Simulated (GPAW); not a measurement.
**Geometry or basis: what sets the conductance of a Pd chain with one Al atom in line**

How well does a Pd chain with one Al atom in line conduct once its atoms have relaxed, and how much do cheaper levels lose?

Program: GPAW 26.7.0. Level of theory: GPAW LCAO, PAW setups; relaxation of the junction within the symmetry of its start, lead ends held, in the first sound run; inputs show where later runs differ. Results are calculated unless marked as measured.

Report form: the programs' logs are mostly left out.

**1. The starting structure**

The cell holds 17 atoms: 16 Pd and 1 Al. Its edges and angles: a = 9.000 Å, b = 9.000 Å, c = 42.294 Å, α = 90.0°, β = 90.0°, γ = 90.0°. Regions: left lead, 8 atoms (8 Pd); channel, 1 atom (1 Al); right lead, 8 atoms (8 Pd). Vacuum lies along a and b. The structure is stacked along c, and the current runs across the ab planes.

**2. Relaxation**

Transmission follows bond lengths closely, so the atoms between the held lead ends are relaxed first, within whatever symmetry the start has.

File run.py:

```python
import json
from ase import Atoms
from ase.constraints import FixAtoms
from ase.optimize import BFGS
from gpaw import GPAW, FermiDirac

device = Atoms(
    ['Pd', 'Pd', 'Pd', 'Pd', 'Pd', 'Pd', 'Pd', 'Pd', 'Al', 'Pd', 'Pd', 'Pd', 'Pd', 'Pd', 'Pd', 'Pd', 'Pd'],
    positions=[
        [4.50000, 4.50000, 1.25000],
        [4.50000, 4.50000, 3.75000],
        [4.50000, 4.50000, 6.25000],
        [4.50000, 4.50000, 8.75000],
        [4.50000, 4.50000, 11.25000],
        [4.50000, 4.50000, 13.75000],
        [4.50000, 4.50000, 16.25000],
        [4.50000, 4.50000, 18.75000],
        [4.50000, 4.50000, 21.14690],
        [4.50000, 4.50000, 23.54380],
        [4.50000, 4.50000, 26.04380],
        [4.50000, 4.50000, 28.54380],
        [4.50000, 4.50000, 31.04380],
        [4.50000, 4.50000, 33.54380],
        [4.50000, 4.50000, 36.04380],
        [4.50000, 4.50000, 38.54380],
        [4.50000, 4.50000, 41.04380]],
    cell=[[9.0, 0.0, 0.0], [0.0, 9.0, 0.0], [0.0, 0.0, 42.2938]],
    pbc=True)

device.set_constraint(FixAtoms([0, 1, 2, 3, 4, 5, 6, 10, 11, 12, 13, 14, 15, 16]))
device.calc = GPAW(mode='lcao', basis='dzp', xc='PBE', h=0.18,
                   kpts={'size': (1, 1, 2), 'gamma': True},
                   symmetry={'tolerance': 1e-3, 'extra_ids': [1, 1, 1, 1, 1, 1, 1, 0, 0, 0, 1, 1, 1, 1, 1, 1, 1]},
                   occupations=FermiDirac(0.1), maxiter=250,
                   mixer=dict(beta=0.1, nmaxold=8, weight=100.0),
                   convergence=dict(density=0.0001), txt='relax.txt')
path = []
opt = BFGS(device, maxstep=0.15)
opt.attach(lambda: path.append((device.get_potential_energy(), device.positions.tolist(), device.get_forces().tolist())))
relaxed = bool(opt.run(fmax=0.05, steps=50))
json.dump(dict(relaxed=relaxed, path=path, positions=device.positions.tolist(), moments=device.get_magnetic_moments().tolist(),
               forces=device.get_forces(apply_constraint=False).tolist()), open('result.json', 'w'))
```

Started as:

```console
> OMP_NUM_THREADS=1 OPENBLAS_NUM_THREADS=1 python run.py
```

Run time: 20 min. Hardware: 1 thread of Intel Xeon Platinum 8375C at 2.90GHz (Ice Lake), shared host; peak memory 2.3 GiB.

Step by step:

```csv
step,energy less that of the first step (eV),largest force (eV/Å)
1,0.0000,1.1609
2,-0.0354,0.9856
3,-0.1269,0.0680
4,-0.1269,0.0002
```

The atoms that moved most (Å):

```csv
atom,dx,dy,dz,length
Pd8,0.000,0.000,0.104,0.104
Pd10,0.000,0.000,-0.104,0.104
```

The relaxation lowered the energy of the cell by 0.127 eV (energies extrapolated to zero smearing; the optimiser's log prints free energies). The largest force left on a free atom is 2.4e-4 eV/Å.

**3. GPAW, dzp**

Localised orbitals split the wire into layers that couple to their neighbours alone, which is what the Green's function method needs; double zeta with polarisation is the usual level for numbers.

This step: GPAW LCAO, PAW setups; Landauer transmission from Green's functions with principal layers (ASE), zero bias (GPAW 26.7.0).

File run.py:

```python
import json
import numpy as np
from ase import Atoms
from ase.transport.calculators import TransportCalculator
from gpaw import GPAW, FermiDirac
from gpaw.lcao.tools import get_lcao_hamiltonian
from scipy.linalg import eigh

# The junction with lead layers at both ends, along the third cell vector
device = Atoms(
    ['Pd', 'Pd', 'Pd', 'Pd', 'Pd', 'Pd', 'Pd', 'Pd', 'Al', 'Pd', 'Pd', 'Pd', 'Pd', 'Pd', 'Pd', 'Pd', 'Pd'],
    positions=[
        [4.50000, 4.50000, 1.25000],
        [4.50000, 4.50000, 3.75000],
        [4.50000, 4.50000, 6.25000],
        [4.50000, 4.50000, 8.75000],
        [4.50000, 4.50000, 11.25000],
        [4.50000, 4.50000, 13.75000],
        [4.50000, 4.50000, 16.25000],
        [4.50000, 4.50000, 18.85378],
        [4.50000, 4.50000, 21.14690],
        [4.50000, 4.50000, 23.44002],
        [4.50000, 4.50000, 26.04380],
        [4.50000, 4.50000, 28.54380],
        [4.50000, 4.50000, 31.04380],
        [4.50000, 4.50000, 33.54380],
        [4.50000, 4.50000, 36.04380],
        [4.50000, 4.50000, 38.54380],
        [4.50000, 4.50000, 41.04380]],
    cell=[[9.0, 0.0, 0.0], [0.0, 9.0, 0.0], [0.0, 0.0, 42.2938]],
    pbc=True)

# One principal layer of the lead: the first 5 atoms of the device
lead = Atoms(
    ['Pd', 'Pd', 'Pd', 'Pd', 'Pd'],
    positions=[
        [4.50000, 4.50000, 1.25000],
        [4.50000, 4.50000, 3.75000],
        [4.50000, 4.50000, 6.25000],
        [4.50000, 4.50000, 8.75000],
        [4.50000, 4.50000, 11.25000]],
    cell=[[9.0, 0.0, 0.0], [0.0, 9.0, 0.0], [0.0, 0.0, 12.5]],
    pbc=True)

settings = dict(mode='lcao', basis='dzp', xc='PBE', h=0.2,
                occupations=FermiDirac(0.1), maxiter=250,
                mixer=dict(beta=0.1, nmaxold=8, weight=100.0),
                convergence=dict(density=0.0001))
energies = np.arange(-2, 2 + 1e-9, 0.025)
eta = 0.0001
n1, n2 = 1, 1
# k and -k transmit alike, so half of the mesh across the current serves
mesh = [(i, j) for i in range(n1) for j in range(n2) if (i, j) <= (-i % n1, -j % n2)]
weights = np.array([1 if (i, j) == (-i % n1, -j % n2) else 2 for i, j in mesh]) / (n1 * n2)

# [... helper functions left out ...]
fermi_lead = ground_state(lead, (1, 1, 9), 'lead.txt')
fermi_device = ground_state(device, (1, 1, 2), 'device.txt')
# [... loop over the mesh left out, but for ...]
        # Shift the lead onto the potential of the device's first layer
        shift = ((H[:, 0, 0] - H0[:, 0, 0]) / S0[0, 0]).real.mean()
# [...]
kT = 8.617333e-5 * 300
bias = [0.1, 0.2, 0.5, 1.0, 1.5, 2.0]
# [... integrals and printing left out ...]
```

Elapsed: 7.2 min, on 1 thread; peak memory 1.7 GiB.

This step gave:

```
conductance                                             : 1.074 G₀
largest coupling past the next principal layer          : 1.07e-4 eV
largest misfit of the first principal layer             : 0.07396 eV
shift that aligns the lead                              : -2.52e-4 eV
basis functions of the junction                         : 445
basis functions of a principal layer                    : 135
transmission at the Fermi level (one spin)              : 1.083
open channels of the lead at the Fermi level (one spin) : 4
```

One spin. Table of transmission, zone mean by energy, zero at the Fermi level:

```csv
energy (eV),"transmission, zone mean"
-2.000,1.65
-1.900,1.76
-1.800,1.71
-1.700,1.61
-1.600,1.51
-1.500,1.43
-1.400,1.36
-1.300,1.29
-1.200,1.21
-1.100,1.10
-1.000,0.931
-0.900,0.728
-0.800,0.559
-0.700,0.423
-0.600,0.263
-0.500,0.178
-0.400,0.402
-0.300,0.659
-0.200,0.939
-0.100,1.07
-0.050,1.09
0.000,1.08
0.100,1.02
0.200,0.987
0.300,0.994
0.400,0.998
0.500,0.992
0.600,0.980
0.700,0.963
0.800,0.944
0.900,0.924
1.000,0.905
1.100,0.888
1.200,0.871
1.300,0.857
1.400,0.843
1.500,0.830
1.600,0.818
1.700,0.807
1.800,0.796
1.900,0.786
2.000,0.776
```

Crossings of the lead's bands, unfolded to its shortest repeat. Open channels, zone mean against energy, zero at the Fermi level:

```csv
energy (eV),"open channels, zone mean"
-2.000,3
-1.900,3
-1.800,3
-1.700,3
-1.600,3
-1.500,3
-1.400,3
-1.300,3
-1.200,3
-1.100,3
-1.000,5
-0.900,5
-0.800,5
-0.700,5
-0.600,5
-0.500,5
-0.400,4
-0.300,4
-0.200,4
-0.100,4
0.000,4
0.100,4
0.200,1
0.300,1
0.400,1
0.500,1
0.600,1
0.700,1
0.800,1
0.900,1
1.000,1
1.100,1
1.200,1
1.300,1
1.400,1
1.500,1
1.600,1
1.700,1
1.800,1
1.900,1
2.000,1
```

Not self-consistent under bias; the bias window is split evenly. Current through one cell, from the zero-bias transmission against bias:

```csv
bias (V),"current through one cell, from the zero-bias transmission (μA)"
0.100,8.30
0.200,16.5
0.500,39.2
1.000,67.7
1.500,92.9
2.000,124
```

The transmission of the three most open eigenchannels by energy, zero at the Fermi level:

```csv
energy (eV),channel 1,channel 2,channel 3
-2.000,0.928,0.363,0.363
-1.900,0.933,0.416,0.416
-1.800,0.941,0.386,0.386
-1.700,0.953,0.330,0.330
-1.600,0.968,0.273,0.273
-1.500,0.983,0.223,0.223
-1.400,0.996,0.182,0.182
-1.300,0.997,0.148,0.148
-1.200,0.971,0.121,0.121
-1.100,0.900,0.0977,0.0977
-1.000,0.769,0.0809,0.0809
-0.900,0.592,0.0679,0.0679
-0.800,0.409,0.0588,0.0588
-0.700,0.257,0.0531,0.0531
-0.600,0.151,0.0502,0.0502
-0.500,0.0777,0.0500,0.0500
-0.400,0.295,0.0526,0.0526
-0.300,0.541,0.0581,0.0581
-0.200,0.806,0.0650,0.0650
-0.100,0.939,0.0665,0.0665
0.000,0.980,0.0499,0.0499
0.100,0.993,0.0112,0.0112
0.200,0.987,8.9e-7,2.4e-12
0.300,0.994,9.0e-7,0
0.400,0.997,9.1e-7,0
0.500,0.992,9.2e-7,0
0.600,0.980,9.3e-7,0
0.700,0.963,9.5e-7,0
0.800,0.944,9.6e-7,0
0.900,0.924,9.7e-7,0
1.000,0.905,9.8e-7,0
1.100,0.888,9.9e-7,0
1.200,0.871,1.0e-6,0
1.300,0.857,1.0e-6,0
1.400,0.843,1.0e-6,0
1.500,0.830,1.0e-6,0
1.600,0.818,1.0e-6,0
1.700,0.807,1.1e-6,0
1.800,0.796,1.1e-6,0
1.900,0.786,1.1e-6,0
2.000,0.776,1.1e-6,0
```

Couplings past the next layer reach 1.1e-4 eV, small enough to drop; the matrix elements of the cell's first layer differ from the bulk lead's by up to 0.074 eV. That layer keeps its own values in the calculation, and only beyond it is the lead taken as perfect. The Fermi levels of lead and junction count from different zeros of potential, one for each periodic cell; with both set to zero, the small remaining shift is what aligns them. By hand: G = 1.074 × 77.48 μS = 83.2 μS, a resistance of 12.0 kΩ; at 0.1 V a linear junction would pass 8.32 μA, and the integral over the bias window gives 8.30 μA.

**4. Single-zeta polarised basis**

One radial function a shell plus polarisation makes the matrices smaller; the question is what that costs.

run.py, as its differences from that of step 3:

```diff
@@ -44,3 +44,3 @@
 
-settings = dict(mode='lcao', basis='dzp', xc='PBE', h=0.2,
+settings = dict(mode='lcao', basis='szp(dzp)', xc='PBE', h=0.2,
                 occupations=FermiDirac(0.1), maxiter=250,
```

Run time: 4.7 min. Hardware: 1 thread; peak memory 1.6 GiB.

Numbers from this step:

```yaml
conductance: 1.033 G₀
largest_coupling_past_the_next_principal_layer: 1.09e-4 eV
largest_misfit_of_the_first_principal_layer: 0.06043 eV
shift_that_aligns_the_lead: -3.47e-5 eV
basis_functions_of_the_junction: 249
basis_functions_of_a_principal_layer: 75
transmission_at_the_fermi_level_one_spin: 1.039
```

One spin. Table of transmission, zone mean by energy, zero at the Fermi level:

```csv
energy (eV),"transmission, zone mean"
-2.000,1.81
-1.900,1.52
-1.800,1.35
-1.700,1.26
-1.600,1.22
-1.500,1.19
-1.400,1.15
-1.300,1.08
-1.200,0.949
-1.100,0.768
-1.000,0.774
-0.975,0.856
-0.900,0.401
-0.800,0.269
-0.700,0.182
-0.600,0.132
-0.500,0.104
-0.400,0.0931
-0.300,0.0935
-0.200,0.813
-0.100,1.07
-0.075,1.07
0.000,1.04
0.100,0.992
0.200,0.992
0.300,0.988
0.400,0.980
0.500,0.967
0.600,0.947
0.700,0.925
0.800,0.902
0.900,0.881
1.000,0.861
1.100,0.843
1.200,0.827
1.300,0.813
1.400,0.801
1.500,0.790
1.600,0.779
1.700,0.770
1.800,0.761
1.900,0.752
2.000,0.744
```

Not self-consistent under bias; the bias window is split evenly. The current through one cell, from the zero-bias transmission by bias:

```csv
bias (V),"current through one cell, from the zero-bias transmission (μA)"
0.100,8.00
0.200,15.9
0.500,36.9
1.000,58.7
1.500,79.9
2.000,105
```

The transmission of the three most open eigenchannels by energy, zero at the Fermi level:

```csv
energy (eV),channel 1,channel 2,channel 3
-2.000,0.877,0.465,0.465
-1.900,0.897,0.309,0.309
-1.800,0.922,0.213,0.213
-1.700,0.949,0.158,0.158
-1.600,0.976,0.122,0.122
-1.500,0.996,0.0981,0.0981
-1.400,0.993,0.0799,0.0799
-1.300,0.948,0.0657,0.0657
-1.200,0.840,0.0545,0.0545
-1.100,0.676,0.0458,0.0458
-1.000,0.490,0.112,0.0940
-0.900,0.325,0.0345,0.0345
-0.800,0.203,0.0313,0.0313
-0.700,0.123,0.0297,0.0297
-0.600,0.0728,0.0294,0.0294
-0.500,0.0426,0.0309,0.0309
-0.400,0.0343,0.0343,0.0245
-0.300,0.0401,0.0401,0.0133
-0.200,0.718,0.0465,0.0465
-0.100,0.972,0.0458,0.0458
0.000,0.994,0.0218,0.0218
0.100,0.992,5.6e-8,1.0e-11
0.200,0.992,5.7e-8,0
0.300,0.988,5.7e-8,0
0.400,0.980,5.8e-8,0
0.500,0.967,5.9e-8,0
0.600,0.947,6.0e-8,0
0.700,0.925,6.1e-8,0
0.800,0.902,6.2e-8,0
0.900,0.881,6.3e-8,0
1.000,0.861,6.4e-8,0
1.100,0.843,6.5e-8,0
1.200,0.827,6.6e-8,0
1.300,0.813,6.7e-8,0
1.400,0.801,6.8e-8,0
1.500,0.790,6.9e-8,0
1.600,0.779,7.0e-8,0
1.700,0.770,7.1e-8,0
1.800,0.761,7.2e-8,0
1.900,0.752,7.3e-8,0
2.000,0.744,7.5e-8,0
```

The conductance, 1.03 G₀, lies 3.8 % below that of the dzp run.

**5. Minimal basis**

The minimal basis is the cheapest rung: no second zeta and no polarisation.

run.py, as its differences from that of step 4:

```diff
@@ -44,3 +44,3 @@
 
-settings = dict(mode='lcao', basis='szp(dzp)', xc='PBE', h=0.2,
+settings = dict(mode='lcao', basis='sz(dzp)', xc='PBE', h=0.2,
                 occupations=FermiDirac(0.1), maxiter=250,
```

Elapsed: 3.3 min, on 1 thread; peak memory 1.6 GiB.

This step gave:

```
conductance                                 : 1.069 G₀
largest misfit of the first principal layer : 0.06133 eV
shift that aligns the lead                  : 4.28e-4 eV
basis functions of the junction             : 196
basis functions of a principal layer        : 60
transmission at the Fermi level (one spin)  : 1.076
```

One spin. Table of transmission, zone mean by energy, zero at the Fermi level:

```csv
energy (eV),"transmission, zone mean"
-2.000,2.19
-1.900,1.95
-1.800,1.71
-1.700,1.55
-1.600,1.45
-1.500,1.37
-1.400,1.31
-1.300,1.24
-1.200,1.12
-1.100,0.960
-1.000,0.762
-0.900,0.569
-0.800,0.411
-0.700,0.299
-0.600,0.228
-0.500,0.188
-0.400,0.172
-0.300,0.377
-0.200,0.976
-0.100,1.14
0.000,1.08
0.100,0.990
0.200,0.984
0.300,0.973
0.400,0.954
0.500,0.928
0.600,0.896
0.700,0.863
0.800,0.832
0.900,0.804
1.000,0.781
1.100,0.762
1.200,0.746
1.300,0.734
1.400,0.724
1.500,0.716
1.600,0.710
1.700,0.704
1.800,0.700
1.900,0.697
2.000,0.693
```

The conductance, 1.07 G₀, lies 0.5 % below that of the dzp run.

**6. RPBE in the dzp basis: xc = "RPBE"**

Back in the dzp basis, the functional changes from PBE to RPBE, to set the spread between functionals beside that between bases.

run.py, as its differences from that of step 5:

```diff
@@ -44,3 +44,3 @@
 
-settings = dict(mode='lcao', basis='sz(dzp)', xc='PBE', h=0.2,
+settings = dict(mode='lcao', basis='dzp', xc='RPBE', h=0.2,
                 occupations=FermiDirac(0.1), maxiter=250,
```

Wall time 6.1 min (1 thread); peak memory 1.7 GiB.

Numbers from this step:

```
largest coupling past the next principal layer : 1.02e-4 eV
largest misfit of the first principal layer    : 0.07841 eV
shift that aligns the lead                     : 3.36e-4 eV
basis functions of the junction                : 445
basis functions of a principal layer           : 135
```

One spin. The transmission, zone mean by energy, zero at the Fermi level:

energy (eV), transmission, zone mean and a bar:
```
   -2.000       1.78 #############################
   -1.900       1.81 ##############################
   -1.800       1.71 ############################
   -1.700       1.58 ##########################
   -1.600       1.48 ########################
   -1.500       1.40 ######################
   -1.400       1.33 #####################
   -1.300       1.26 ####################
   -1.200       1.18 ##################
   -1.100       1.05 ################
   -1.000       0.87 #############
   -0.900       0.67 #########
   -0.800       0.57 #######
   -0.700       0.37 ####
   -0.600       0.23 #
   -0.500       0.16 
   -0.400       0.37 ####
   -0.300       0.62 ########
   -0.200       0.93 ##############
   -0.100       1.08 #################
   -0.050       1.09 #################
    0.000       1.08 #################
    0.100       1.01 ###############
    0.200       0.99 ###############
    0.300       1.00 ###############
    0.400       1.00 ###############
    0.500       0.99 ###############
    0.600       0.98 ###############
    0.700       0.96 ##############
    0.800       0.94 ##############
    0.900       0.92 ##############
    1.000       0.90 #############
    1.100       0.88 #############
    1.200       0.86 #############
    1.300       0.85 ############
    1.400       0.84 ############
    1.500       0.82 ############
    1.600       0.81 ############
    1.700       0.80 ############
    1.800       0.79 ###########
    1.900       0.78 ###########
    2.000       0.77 ###########
```

The conductance, 1.07 G₀, lies 0.5 % below that of the dzp run.

**7. The structure as built: geometry = "as built"**

The dzp basis with PBE on the structure as first built shows what the relaxation was worth.

run.py, as its differences from that of step 6:

```diff
@@ -19,5 +19,5 @@
         [4.50000, 4.50000, 16.25000],
-        [4.50000, 4.50000, 18.85378],
+        [4.50000, 4.50000, 18.75000],
         [4.50000, 4.50000, 21.14690],
-        [4.50000, 4.50000, 23.44002],
+        [4.50000, 4.50000, 23.54380],
         [4.50000, 4.50000, 26.04380],
@@ -44,3 +44,3 @@
 
-settings = dict(mode='lcao', basis='dzp', xc='RPBE', h=0.2,
+settings = dict(mode='lcao', basis='dzp', xc='PBE', h=0.2,
                 occupations=FermiDirac(0.1), maxiter=250,
```

The job ended after 6.7 min (1 thread; peak memory 1.7 GiB).

Numbers from this step:

```yaml
conductance: 1.160 G₀
largest_coupling_past_the_next_principal_layer: 1.07e-4 eV
largest_misfit_of_the_first_principal_layer: 0.07453 eV
shift_that_aligns_the_lead: -2.75e-5 eV
transmission_at_the_fermi_level_one_spin: 1.169
```

The conductance, 1.16 G₀, lies 8.0 % above that of the dzp run.

**8. The ladder**

Times are for 1 thread of Intel Xeon Platinum 8375C at 2.90GHz (Ice Lake), shared host. Results by setting:

```csv
no.,run,conductance (G₀),time,memory (GiB)
1,dzp,1.074,7.2 min,1.7
2,szp,1.033,4.7 min,1.6
3,sz,1.069,3.3 min,1.6
4,dzp RPBE,1.069,6.1 min,1.7
5,asbuilt,1.160,6.7 min,1.7
```

[end of part 1 of 2]

[Logs are printed without paths, hosts, clocks, repeated set-up lines and the standing remarks that a program may print on its own settings, such as how far it seeks lower states.]

[Hosts, paths, dates, database ids (printed as entryN), source tags and the programs' standing remarks are cut or masked in the printed files.]
